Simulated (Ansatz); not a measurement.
# Mo (Im-3m): phonon-mediated transition temperature

Aim: the phonon-mediated transition temperature of Mo (Im-3m) at ambient pressure, over a range of μ*. The cell shown first is a relaxed one, from steps not shown here.

Method: DFT PBE, scalar-relativistic, plane waves, PAW, in Ansatz 0.2.0.

**What experiment says.**

For Mo (from earlier experiments), “Localization of electronic states resulting from electronic topological transitions in the Mo1-xRex alloys: A photoemission study” (2020, arxiv:2005.12835) quotes earlier work: superconducting transition temperature (superconducting transition temperature, x = 0) 0.9 K.

### 1. The cell after earlier relaxation steps

The structure is cubic, space group Im-3m (No. 229). The conventional cell has a = 3.163 Å, b = 3.163 Å, c = 3.163 Å, α = 90.00°, β = 90.00°, γ = 90.00°. Nearest to Mo lie 8 Mo at 2.74 Å.

### 2. Electron–phonon run: q 3×3×3, k 9×9×9, scattering 16×16×16

The run that gives the couplings also evaluates McMillan's and Allen and Dynes's formulas and, where asked, the Eliashberg equations, over a range of μ*.

Input file input.yaml:

```yaml
crystal:
  lattice:
    - [-1.581641162, 1.581641162, 1.581641162]
    - [1.581641162, -1.581641162, 1.581641162]
    - [1.581641162, 1.581641162, -1.581641162]
  atoms:
    - { symbol: Mo, position: [0.0, 0.0, 0.0] }
kpoints:
  mp_grid: { grid: [9, 9, 9] }
hamiltonian:
  xc: pbe
scf:
  occupations: { method: methfessel_paxton, width: 0.2 }
output:
  eigenvalues: true
phonons:
  method: dfpt
  qmesh: [3, 3, 3]
  temperatures: { t_max: 1000, t_step: 50 }
  qpath:
    path:
      - [[0.0, 0.0, 0.0], [0.5, -0.5, 0.5], [0.0, 0.0, 0.5], [0.0, 0.0, 0.0], [0.25, 0.25, 0.25], [0.5, -0.5, 0.5]]
      - [[0.25, 0.25, 0.25], [0.0, 0.0, 0.5]]
    npoints: 10
  electrical_resistivity:
    mesh: [16, 16, 16]
    temperatures: [20.0, 50.0, 80.0, 100.0, 150.0, 200.0, 273.0, 300.0, 400.0, 500.0, 600.0, 800.0]
  superconductivity: { mesh: [16, 16, 16] }
```

Started as:

```console
$ ansatz run input.yaml --threads 4 --pin off --max-ram 10240MiB --backend cpu --events-out ev --progress --plain --runs-dir out
```

Planned after this: electron–phonon run: q 4×4×4, k 12×12×12, scattering 20×20×20; resistivity: q 6×6×6, k 18×18×18, scattering 24×24×24. Settings of the main run: cutoff 420 eV, 18×18×18 k-mesh, Methfessel-Paxton occupations, smearing width 0.2 eV, 24×24×24 scattering mesh, 6×6×6 q-mesh.

**Question.** What will these runs give for the coupling constant λ?

In the last run (PBE, q 6×6×6, k 18×18×18, scattering 24×24×24), with λ = 0.44 and ħω_log = 21.9 meV, Tc at μ* = 0.13 is 0.93 K by McMillan's formula, 0.95 K by Allen and Dynes's and 1.1 K by the anisotropic Eliashberg equations. Allen and Dynes's formula meets the measured 0.9 K at μ* near 0.13. Raising μ* from 0.10 to 0.16 lowers the Allen–Dynes value from 1.8 to 0.40 K.

- coupling constant λ: 0.442
- log mean phonon energy ħω_log: 21.9 meV
- Allen–Dynes Tc at μ* = 0.1: 1.83 K
- Allen–Dynes Tc at μ* = 0.13: 0.946 K
- anisotropic Eliashberg Tc at μ* = 0.1: 2.06 K
- anisotropic Eliashberg Tc at μ* = 0.13: 1.13 K

The mean gap at a quarter of Tc gives 2Δ/k_B Tc = 3.22, against 3.53 in weak-coupling theory. The gap spreads from 0.074 to 0.20 meV over nine tenths of the Fermi surface. The run's transport test calls it not converged in the mesh; ρ(300 K) moves by 3 % in the component that moves most. λ of these runs moves by 1 to 16 % between their two finest meshes, and Tc by more, so small gaps between the runs or to the measured value rank nothing. Over the runs, λ takes the values 0.457, 0.432 and 0.442, in the order shown. μ* is a typed number, phonons are harmonic, and spin fluctuations are left out; at μ* = 0.13 McMillan's formula turns 1 % in λ into about 6.3 % in Tc.

Computed beside measured:

| quantity | measured | Allen–Dynes, PBE, q 3×3×3, fine 16×16×16 | Eliashberg, PBE, q 3×3×3, fine 16×16×16 | Allen–Dynes, PBE, q 4×4×4, fine 20×20×20 | Eliashberg, PBE, q 4×4×4, fine 20×20×20 | Allen–Dynes, PBE, q 6×6×6, fine 24×24×24 | Eliashberg, PBE, q 6×6×6, fine 24×24×24 |
| --- | --- | --- | --- | --- | --- | --- | --- |
| superconducting transition temperature (μ* = 0.13) (kelvin) | 0.9 | 1.14 (+26.7 %) | 1.30 (+44.4 %) | 0.82 (-9.0 %) | 1.01 (+12.2 %) | 0.95 (+5.1 %) | 1.13 (+25.6 %) |

Measured values from arxiv:2005.12835 (2020).

How well it matches: For the superconducting transition temperature, of the levels listed nearest comes Allen–Dynes, PBE, q 6×6×6, fine 24×24×24 (+5.1 %, good agreement) and farthest Eliashberg, PBE, q 3×3×3, fine 16×16×16 (+44.4 %, a clear miss). Limits of convergence are named above.

[Logs are printed without paths, hosts, clocks, repeated set-up lines and the standing remarks that a program may print on its own settings, such as how far it seeks lower states.]

[Hosts, paths, dates, database ids (printed as entryN), source tags and the programs' standing remarks are cut or masked in the printed files.]
